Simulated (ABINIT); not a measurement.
# A GW chain in ABINIT: WS2 (Tungstenite), part 2 of 3

Aim: the G0W0 gap of WS2 (Tungstenite) on LDA, step by step.

ABINIT 10.8.3; LDA and many-body steps on it, plane waves. Known limits of the many-body steps: not at the basis limit; no spin-orbit coupling; coarse k mesh.

So far. Step 2 (Ground state): The gap is indirect, with the least direct gap 0.91 eV higher.

## (3) Bands along the symmetry lines

Level of this step: DFT, LDA, plane waves, norm-conserving pseudopotentials (ABINIT).

Levels along a band path, at the cheap level, show where the edges lie and whether the meshes to come will hold them.

run.abi

```
acell 3*1.0 Angstrom
rprim 
  3.153199999992 0.000000000002 0.000000000000
  -1.576599999998 2.730751303206 0.000000000000
  0.000000000000 0.000000000000 12.323000000000
ntypat 2
znucl 74 16
natom 6
typat 1 1 2 2 2 2
xred 
  0.333333333333 0.666666666667 0.250000000000
  0.666666666667 0.333333333333 0.750000000000
  0.333333333333 0.666666666667 0.622500000000
  0.666666666667 0.333333333333 0.122500000000
  0.333333333333 0.666666666667 0.877500000000
  0.666666666667 0.333333333333 0.377500000000
pp_dirpath "pseudos"
pseudos "W.upf, S.upf"
ecut 29
iscf -2
irdden 1
kptopt 0
nkpt 75
kpt 
  0.00000000 0.00000000 0.00000000
  0.06250000 0.00000000 0.00000000
  0.12500000 0.00000000 0.00000000
  0.18750000 0.00000000 0.00000000
  0.25000000 0.00000000 0.00000000
  0.31250000 0.00000000 0.00000000
  0.37500000 0.00000000 0.00000000
  0.43750000 0.00000000 0.00000000
  0.50000000 0.00000000 0.00000000
  0.47916667 0.04166667 0.00000000
  0.45833333 0.08333333 0.00000000
  0.43750000 0.12500000 0.00000000
  0.41666666 0.16666666 0.00000000
  0.39583333 0.20833333 0.00000000
  0.37500000 0.25000000 0.00000000
  0.35416666 0.29166666 0.00000000
  0.33333333 0.33333333 0.00000000
  0.29166666 0.29166666 0.00000000
  0.25000000 0.25000000 0.00000000
  0.20833333 0.20833333 0.00000000
  0.16666666 0.16666666 0.00000000
  0.12500000 0.12500000 0.00000000
  0.08333333 0.08333333 0.00000000
  0.04166667 0.04166667 0.00000000
  0.00000000 0.00000000 0.00000000
  0.00000000 0.00000000 0.06250000
  0.00000000 0.00000000 0.12500000
  0.00000000 0.00000000 0.18750000
  0.00000000 0.00000000 0.25000000
  0.00000000 0.00000000 0.31250000
  0.00000000 0.00000000 0.37500000
  0.00000000 0.00000000 0.43750000
  0.00000000 0.00000000 0.50000000
  0.06250000 0.00000000 0.50000000
  0.12500000 0.00000000 0.50000000
  0.18750000 0.00000000 0.50000000
  0.25000000 0.00000000 0.50000000
  0.31250000 0.00000000 0.50000000
  0.37500000 0.00000000 0.50000000
  0.43750000 0.00000000 0.50000000
  0.50000000 0.00000000 0.50000000
  0.47916667 0.04166667 0.50000000
  0.45833333 0.08333333 0.50000000
  0.43750000 0.12500000 0.50000000
  0.41666666 0.16666666 0.50000000
  0.39583333 0.20833333 0.50000000
  0.37500000 0.25000000 0.50000000
  0.35416666 0.29166666 0.50000000
  0.33333333 0.33333333 0.50000000
  0.29166666 0.29166666 0.50000000
  0.25000000 0.25000000 0.50000000
  0.20833333 0.20833333 0.50000000
  0.16666666 0.16666666 0.50000000
  0.12500000 0.12500000 0.50000000
  0.08333333 0.08333333 0.50000000
  0.04166667 0.04166667 0.50000000
  0.00000000 0.00000000 0.50000000
  0.50000000 0.00000000 0.50000000
  0.50000000 0.00000000 0.43750000
  0.50000000 0.00000000 0.37500000
  0.50000000 0.00000000 0.31250000
  0.50000000 0.00000000 0.25000000
  0.50000000 0.00000000 0.18750000
  0.50000000 0.00000000 0.12500000
  0.50000000 0.00000000 0.06250000
  0.50000000 -0.00000000 0.00000000
  0.33333333 0.33333333 0.50000000
  0.33333333 0.33333333 0.43750000
  0.33333333 0.33333333 0.37500000
  0.33333333 0.33333333 0.31250000
  0.33333333 0.33333333 0.25000000
  0.33333333 0.33333333 0.18750000
  0.33333333 0.33333333 0.12500000
  0.33333333 0.33333333 0.06250000
  0.33333333 0.33333333 0.00000000
istwfk *1
nband 38
nbdbuf 7
tolwfr 1e-07
nstep 50
prtwf 0
prtvol 0
indata_prefix "in"
outdata_prefix "out"
tmpdata_prefix "tmp"
```

Launch:

```bash
OMP_NUM_THREADS=1 mpirun -n 4 abinit run.abi > log
```

Numbers of over 12 decimals in the logs are rounded to 6 here.

What it wrote:

```text
.Version 10.8.3 of ABINIT. v10.8.2 released Aug 2026.

 Symmetries : space group P6_3/m m c (#194); Bravais hP (primitive hexag.)
[... echo of the input left out ...]
== DATASET  1 ==================================================================
-   mpi_nproc: 4, omp_nthreads: 1 (-1 if OMP is not activated)

--- !DatasetInfo
iteration_state: {dtset: 1, }
dimensions: {natom: 6, nkpt: 75, mband: 38, nsppol: 1, nspinor: 1, nspden: 1, mpw: 5384, }
cutoff_energies: {ecut:  29.0, pawecutdg:  -1.0, }
electrons: {nelect:   5.20000000E+01, charge:   0.00000000E+00, occopt:   1.00000000E+00, tsmear:   1.00000000E-02, }

 Real(R)+Recip(G) space primitive vectors, cartesian coordinates (Bohr,Bohr^-1):
 R(1)=  5.9586844  0.0000000  0.0000000  G(1)=  0.1678223  0.0968922  0.0000000
 R(2)= -2.9793422  5.1603721  0.0000000  G(2)=  0.0000000  0.1937845  0.0000000
 R(3)=  0.0000000  0.0000000 23.2870950  G(3)=  0.0000000  0.0000000  0.0429422
 Unit cell volume ucvol=  7.1605555E+02 bohr^3
 Angles (23,13,12)=  9.00000000E+01  9.00000000E+01  1.20000000E+02 degrees

 getcut: wavevector=  0.0000  0.0000  0.0000  ngfft=  30  30 120
         ecut(hartree)=     29.000   => boxcut(ratio)=   2.07840

--- Pseudopotential description ------------------------------------------------
- W Generated using ONCVPSP code by D. R. Hamann
- 74.00000  14.00000  180309                  znucl, zion, pspdat
12 -1012 3 -1 1380                            pspcod,pspxc,lmax,lloc,mmax
     nproj     2     2     2     2
  pspatm : epsatm=   11.27607432
         --- l  ekb(1:nproj) -->
             0   13.067706    1.861453
             1    9.142164    1.419943
             2    4.508223    0.515609
[...]
pspatm: atomic psp has been read  and splines computed

- S Generated using ONCVPSP code by D. R. Hamann
- 16.00000   6.00000  180309                  znucl, zion, pspdat
12 -1012 2 -1 1132                            pspcod,pspxc,lmax,lloc,mmax
     nproj     2     2     2     0
  pspatm : epsatm=    8.64647033
         --- l  ekb(1:nproj) -->
[...]
pspatm: atomic psp has been read  and splines computed

--------------------------------------------------------------------------------

================================================================================
 prteigrs : about to open file out_EIG
 Non-SCF case, kpt    1 (  0.00000  0.00000  0.00000), residuals and eigenvalues=
  7.87E-08  8.70E-08  2.18E-08  3.22E-08  2.93E-08  5.53E-08  1.77E-08  4.06E-08
  4.35E-08  2.74E-08  7.30E-08  2.61E-08  2.79E-08  3.80E-08  9.38E-08  2.68E-08
  3.71E-08  1.85E-08  8.31E-08  5.42E-08  3.64E-08  3.92E-08  8.44E-08  4.99E-08
[...]
4.95E-08  7.02E-08  6.52E-07  1.56E-07  1.20E-04  2.61E-04
 -2.3986E+00 -2.3986E+00 -1.0852E+00 -1.0851E+00 -1.0779E+00 -1.0779E+00
 -1.0779E+00 -1.0779E+00 -2.2980E-01 -2.2105E-01 -1.7277E-01 -1.5605E-01
[...]
5.6926E-01  6.2029E-01
 Non-SCF case, kpt   75 (  0.33333  0.33333  0.00000), residuals and eigenvalues=
[...]
5.6896E-01  6.2154E-01

--- !ResultsGS
iteration_state: {dtset: 1, }
comment   : Summary of ground state results
lattice_vectors:
- [  5.9586844,   0.0000000,   0.0000000, ]
- [ -2.9793422,   5.1603721,   0.0000000, ]
- [  0.0000000,   0.0000000,  23.2870950, ]
lattice_lengths: [   5.95868,    5.95868,   23.28710, ]
lattice_angles: [ 90.000,  90.000, 120.000, ] # degrees, (23, 13, 12)
lattice_volume:   7.1605555E+02
convergence: {deltae:  0.000E+00, res2:  0.000E+00, residm:  9.982E-08, diffor:  0.000E+00, }
etotal    :  -1.96285045E+02
entropy   :   0.00000000E+00
fermie    :   3.42603166E-01
cartesian_stress_tensor: null
pressure_GPa: null
xred      :
- [  3.3333E-01,   6.6667E-01,   2.5000E-01,  W]
- [  6.6667E-01,   3.3333E-01,   7.5000E-01,  W]
- [  3.3333E-01,   6.6667E-01,   6.2250E-01,  S]
- [  6.6667E-01,   3.3333E-01,   1.2250E-01,  S]
- [  3.3333E-01,   6.6667E-01,   8.7750E-01,  S]
- [  6.6667E-01,   3.3333E-01,   3.7750E-01,  S]
cartesian_forces: null
force_length_stats: {min: null, max: null, mean: null, }

 Integrated electronic density in atomic spheres:
 ------------------------------------------------
 Atom  Sphere_radius  Integrated_density
[...]
================================================================================

 ----iterations are completed or convergence reached----

 Mean square residual over all n,k,spin=   50.304E-09; max=  99.822E-09
 reduced coordinates (array xred) for    6 atoms
[...]
0.333333333333      0.666666666667      0.877500000000
       0.666666666667      0.333333333333      0.377500000000

 cartesian coordinates (angstrom) at end:
    1     -1.33e-12     1.820501     3.080750
    2      1.576600     0.910250     9.242250
    3     -1.33e-12     1.820501     7.671068
    4      1.576600     0.910250     1.509567
    5     -1.33e-12     1.820501    10.813432
    6      1.576600     0.910250     4.651933
 length scales=  1.889726125908  1.889726125908  1.889726125908 bohr
              =  1.000000000000  1.000000000000  1.000000000000 angstroms
 prteigrs : about to open file out_EIG
 Eigenvalues (hartree) for nkpt=  75  k points:
 kpt#   1, nband= 38, wtk=  1.00000, kpt=  0.0000  0.0000  0.0000 (reduced coord)
[...]
kpt#   2, nband= 38, wtk=  1.00000, kpt=  0.0625  0.0000  0.0000 (reduced coord)
[...]
kpt#   3, nband= 38, wtk=  1.00000, kpt=  0.1250  0.0000  0.0000 (reduced coord)
[...]
kpt#  74, nband= 38, wtk=  1.00000, kpt=  0.3333  0.3333  0.0625 (reduced coord)
[...]
0.52399    0.52399    0.54772    0.56926    0.56926    0.62029
 kpt#  75, nband= 38, wtk=  1.00000, kpt=  0.3333  0.3333  0.0000 (reduced coord)
[...]
0.14681    0.15653    0.17722    0.17722    0.19091    0.19091    0.23632    0.23632
   0.31438    0.32242    0.38904    0.38904    0.41374    0.46135    0.46344    0.46344
   0.52426    0.52426    0.54687    0.56896    0.56896    0.62154

== END DATASET(S) ==============================================================
================================================================================

 -outvars: echo values of variables after computation  --------
            nband          38
             nkpt          75
          spgroup         194
 [... the other variables as echoed above ...]

 Calculation completed.
```

Elapsed: 61 s, on 4 MPI ranks of Arm Neoverse V2, shared host; peak memory 0.51 GiB; 4.1 min of CPU time.

Numbers from this step:

* gap: 0.9078 eV
* k of the valence top: 0, 0, 0
* k of the conduction bottom: 0.1667, 0.1667, 0
* least direct gap: 1.813 eV

The gap is 0.908 eV, as in the run before at this level.

The electronic bands at the labelled points (eV, zero at the top of the highest filled band):

| point | band 23 | band 24 | band 25 | band 26 | band 27 | band 28 | band 29 | band 30 |
| --- | --- | --- | --- | --- | --- | --- | --- | --- |
| Γ | -2.18 | -1.46 | -1.28 | 0.00 | 2.29 | 2.29 | 2.31 | 2.31 |
| halfway | -2.55 | -1.83 | -1.65 | -1.50 | 1.28 | 1.83 | 2.06 | 2.27 |
| M | -1.93 | -1.72 | -1.70 | -1.52 | 2.28 | 2.32 | 2.53 | 2.87 |
| halfway | -2.98 | -2.58 | -1.23 | -0.96 | 1.91 | 2.02 | 2.60 | 2.84 |
| K | -2.89 | -2.89 | -0.77 | -0.55 | 1.26 | 1.26 | 1.94 | 3.23 |
| halfway | -2.07 | -1.80 | -1.54 | -1.52 | 0.91 | 1.80 | 2.03 | 2.11 |
| Γ | -2.18 | -1.46 | -1.28 | 0.00 | 2.29 | 2.29 | 2.31 | 2.31 |
| halfway | -2.19 | -2.13 | -0.74 | -0.08 | 2.29 | 2.29 | 2.29 | 2.29 |
| A | -2.21 | -2.21 | -0.32 | -0.32 | 2.29 | 2.29 | 2.29 | 2.29 |
| halfway | -2.33 | -2.33 | -1.52 | -1.52 | 1.72 | 1.72 | 1.94 | 1.94 |
| L | -1.82 | -1.82 | -1.59 | -1.59 | 2.30 | 2.30 | 2.73 | 2.73 |
| halfway | -2.85 | -2.85 | -1.08 | -1.08 | 1.97 | 1.97 | 2.79 | 2.79 |
| H | -3.08 | -3.08 | -0.67 | -0.67 | 1.26 | 1.26 | 2.49 | 2.49 |
| halfway | -2.00 | -2.00 | -1.52 | -1.52 | 1.32 | 1.32 | 2.17 | 2.17 |
| A | -2.21 | -2.21 | -0.32 | -0.32 | 2.29 | 2.29 | 2.29 | 2.29 |
| jump to L | -1.82 | -1.82 | -1.59 | -1.59 | 2.30 | 2.30 | 2.73 | 2.73 |
| halfway | -1.90 | -1.75 | -1.66 | -1.54 | 2.28 | 2.32 | 2.60 | 2.83 |
| M | -1.93 | -1.72 | -1.70 | -1.52 | 2.28 | 2.32 | 2.53 | 2.87 |
| jump to H | -3.08 | -3.08 | -0.67 | -0.67 | 1.26 | 1.26 | 2.49 | 2.49 |
| halfway | -2.97 | -2.97 | -0.74 | -0.59 | 1.26 | 1.26 | 2.09 | 2.98 |
| K | -2.89 | -2.89 | -0.77 | -0.55 | 1.26 | 1.26 | 1.94 | 3.23 |

## (4) Empty states on the mesh, 3×3×1 mesh, 429 bands

The sums over transitions need many empty states on a uniform mesh; this step solves for them.

run.abi

```
acell 3*1.0 Angstrom
rprim 
  3.153199999992 0.000000000002 0.000000000000
  -1.576599999998 2.730751303206 0.000000000000
  0.000000000000 0.000000000000 12.323000000000
ntypat 2
znucl 74 16
natom 6
typat 1 1 2 2 2 2
xred 
  0.333333333333 0.666666666667 0.250000000000
  0.666666666667 0.333333333333 0.750000000000
  0.333333333333 0.666666666667 0.622500000000
  0.666666666667 0.333333333333 0.122500000000
  0.333333333333 0.666666666667 0.877500000000
  0.666666666667 0.333333333333 0.377500000000
pp_dirpath "pseudos"
pseudos "W.upf, S.upf"
ecut 29
ngkpt 3 3 1
nshiftk 1
shiftk 0 0 0
kptopt 1
chksymbreak 0
iscf -2
irdden 1
istwfk *1
nband 429
nbdbuf 38
tolwfr 1e-09
nstep 60
prtvol 0
indata_prefix "in"
outdata_prefix "out"
tmpdata_prefix "tmp"
```

Launch:

```bash
OMP_NUM_THREADS=1 mpirun -n 3 abinit run.abi > log
```

What it wrote:

```text
.Version 10.8.3 of ABINIT. v10.8.2 released Aug 2026.

 Symmetries : space group P6_3/m m c (#194); Bravais hP (primitive hexag.)
[... echo of the input left out ...]
== DATASET  1 ==================================================================
-   mpi_nproc: 3, omp_nthreads: 1 (-1 if OMP is not activated)

--- !DatasetInfo
iteration_state: {dtset: 1, }
dimensions: {natom: 6, nkpt: 3, mband: 429, nsppol: 1, nspinor: 1, nspden: 1, mpw: 5373, }
cutoff_energies: {ecut:  29.0, pawecutdg:  -1.0, }
electrons: {nelect:   5.20000000E+01, charge:   0.00000000E+00, occopt:   1.00000000E+00, tsmear:   1.00000000E-02, }

 Real(R)+Recip(G) space primitive vectors, cartesian coordinates (Bohr,Bohr^-1):
 R(1)=  5.9586844  0.0000000  0.0000000  G(1)=  0.1678223  0.0968922  0.0000000
 R(2)= -2.9793422  5.1603721  0.0000000  G(2)=  0.0000000  0.1937845  0.0000000
 R(3)=  0.0000000  0.0000000 23.2870950  G(3)=  0.0000000  0.0000000  0.0429422
 Unit cell volume ucvol=  7.1605555E+02 bohr^3
 Angles (23,13,12)=  9.00000000E+01  9.00000000E+01  1.20000000E+02 degrees

 getcut: wavevector=  0.0000  0.0000  0.0000  ngfft=  30  30 120
         ecut(hartree)=     29.000   => boxcut(ratio)=   2.07840

--- Pseudopotential description ------------------------------------------------
- W Generated using ONCVPSP code by D. R. Hamann
- 74.00000  14.00000  180309                  znucl, zion, pspdat
12 -1012 3 -1 1380                            pspcod,pspxc,lmax,lloc,mmax
     nproj     2     2     2     2
  pspatm : epsatm=   11.27607432
         --- l  ekb(1:nproj) -->
             0   13.067706    1.861453
             1    9.142164    1.419943
             2    4.508223    0.515609
[...]
pspatm: atomic psp has been read  and splines computed

- S Generated using ONCVPSP code by D. R. Hamann
- 16.00000   6.00000  180309                  znucl, zion, pspdat
12 -1012 2 -1 1132                            pspcod,pspxc,lmax,lloc,mmax
     nproj     2     2     2     0
  pspatm : epsatm=    8.64647033
         --- l  ekb(1:nproj) -->
[...]
pspatm: atomic psp has been read  and splines computed

--------------------------------------------------------------------------------

================================================================================
 prteigrs : about to open file out_EIG
 Non-SCF case, kpt    1 (  0.00000  0.00000  0.00000), residuals and eigenvalues=
  1.71E-10  1.33E-10  9.47E-10  3.73E-10  3.91E-10  9.79E-10  3.66E-10  7.45E-10
  1.54E-10  1.53E-10  6.48E-10  8.68E-11  1.83E-10  1.33E-10  7.60E-11  1.08E-10
  2.29E-10  7.09E-11  2.09E-10  8.92E-11  1.62E-10  9.31E-11  1.70E-10  1.25E-10
[...]
3.58E-04  3.59E-04  8.12E-04  8.56E-04  9.31E-04
 -2.3986E+00 -2.3986E+00 -1.0852E+00 -1.0851E+00 -1.0779E+00 -1.0779E+00
 -1.0779E+00 -1.0779E+00 -2.2980E-01 -2.2105E-01 -1.7277E-01 -1.5605E-01
  6.1255E-02  1.0127E-01  1.9981E-01  2.1492E-01  2.1492E-01  2.1542E-01
[...]
5.0111E+00  5.0111E+00  5.0112E+00  5.0112E+00  5.0174E+00  5.0177E+00
  5.0250E+00  5.0300E+00  5.0303E+00  5.0467E+00  5.0520E+00  5.0632E+00
[...]
prteigrs : prtvol=0 or 1, do not print more k-points.

--- !ResultsGS
iteration_state: {dtset: 1, }
comment   : Summary of ground state results
lattice_vectors:
- [  5.9586844,   0.0000000,   0.0000000, ]
- [ -2.9793422,   5.1603721,   0.0000000, ]
- [  0.0000000,   0.0000000,  23.2870950, ]
lattice_lengths: [   5.95868,    5.95868,   23.28710, ]
lattice_angles: [ 90.000,  90.000, 120.000, ] # degrees, (23, 13, 12)
lattice_volume:   7.1605555E+02
convergence: {deltae:  0.000E+00, res2:  0.000E+00, residm:  9.988E-10, diffor:  0.000E+00, }
etotal    :  -1.96285045E+02
entropy   :   0.00000000E+00
fermie    :   3.42603166E-01
cartesian_stress_tensor: null
pressure_GPa: null
xred      :
- [  3.3333E-01,   6.6667E-01,   2.5000E-01,  W]
- [  6.6667E-01,   3.3333E-01,   7.5000E-01,  W]
- [  3.3333E-01,   6.6667E-01,   6.2250E-01,  S]
- [  6.6667E-01,   3.3333E-01,   1.2250E-01,  S]
- [  3.3333E-01,   6.6667E-01,   8.7750E-01,  S]
- [  6.6667E-01,   3.3333E-01,   3.7750E-01,  S]
cartesian_forces: null
force_length_stats: {min: null, max: null, mean: null, }

 Integrated electronic density in atomic spheres:
 ------------------------------------------------
 Atom  Sphere_radius  Integrated_density
[...]
================================================================================

 ----iterations are completed or convergence reached----

 Mean square residual over all n,k,spin=   33.788E-11; max=  99.882E-11
 reduced coordinates (array xred) for    6 atoms
[...]
0.333333333333      0.666666666667      0.877500000000
       0.666666666667      0.333333333333      0.377500000000

 cartesian coordinates (angstrom) at end:
    1     -1.33e-12     1.820501     3.080750
    2      1.576600     0.910250     9.242250
    3     -1.33e-12     1.820501     7.671068
    4      1.576600     0.910250     1.509567
    5     -1.33e-12     1.820501    10.813432
    6      1.576600     0.910250     4.651933
 length scales=  1.889726125908  1.889726125908  1.889726125908 bohr
              =  1.000000000000  1.000000000000  1.000000000000 angstroms
 prteigrs : about to open file out_EIG
 Eigenvalues (hartree) for nkpt=   3  k points:
 kpt#   1, nband=429, wtk=  0.11111, kpt=  0.0000  0.0000  0.0000 (reduced coord)
[...]
4.96510    4.97524    4.97524    4.98794    4.98795    4.99207    5.01112    5.01114
   5.01116    5.01124    5.01745    5.01769    5.02504    5.03005    5.03030    5.04675
   5.05198    5.06316    5.06654    5.07837    5.09102
 prteigrs : prtvol=0 or 1, do not print more k-points.

== END DATASET(S) ==============================================================
================================================================================

 -outvars: echo values of variables after computation  --------
            nband         429
             nkpt           3
          spgroup         194
 [... the other variables as echoed above ...]

 Calculation completed.
```

It took 2.5 min on 3 MPI ranks; peak memory 0.36 GiB.

Numbers from this step:

```
gap                                                           : 1.264 eV
k of the valence top                                          : 0, 0, 0
k of the conduction bottom                                    : 0.3333, 0.3333, 0
least direct gap                                              : 1.813 eV
k points computed                                             : 3
lowest point of the top converged band, above the valence top : 116.9543 eV
```

On this mesh the gap is 1.264 eV. The earlier step found 0.908 eV, so this mesh misses an edge.

(Continued in part 3 of 3.)

[Paths, hosts, dates, memory and timing lines, banners, echoed tables and standing remarks are left out of the program output.]

[Logs are printed without paths, hosts, clocks, repeated set-up lines and the standing remarks that a program may print on its own settings, such as how far it seeks lower states.]

[Runs of the session that timed out or met a known fault of the program may be left out.]

[Hosts, paths, dates, database ids (printed as entryN), source tags and the programs' standing remarks are cut or masked in the printed files.]

[G0W0 gaps are taken among the corrected bands and points alone; a level outside them can change the order at an edge.]

[Where Ansatz stands beside ABINIT at settings called matched, ABINIT's density can come from a denser mesh and the files from another edition; pairs whose starting gaps differed by over 0.03 eV were left out, so agreement reads better than it is.]
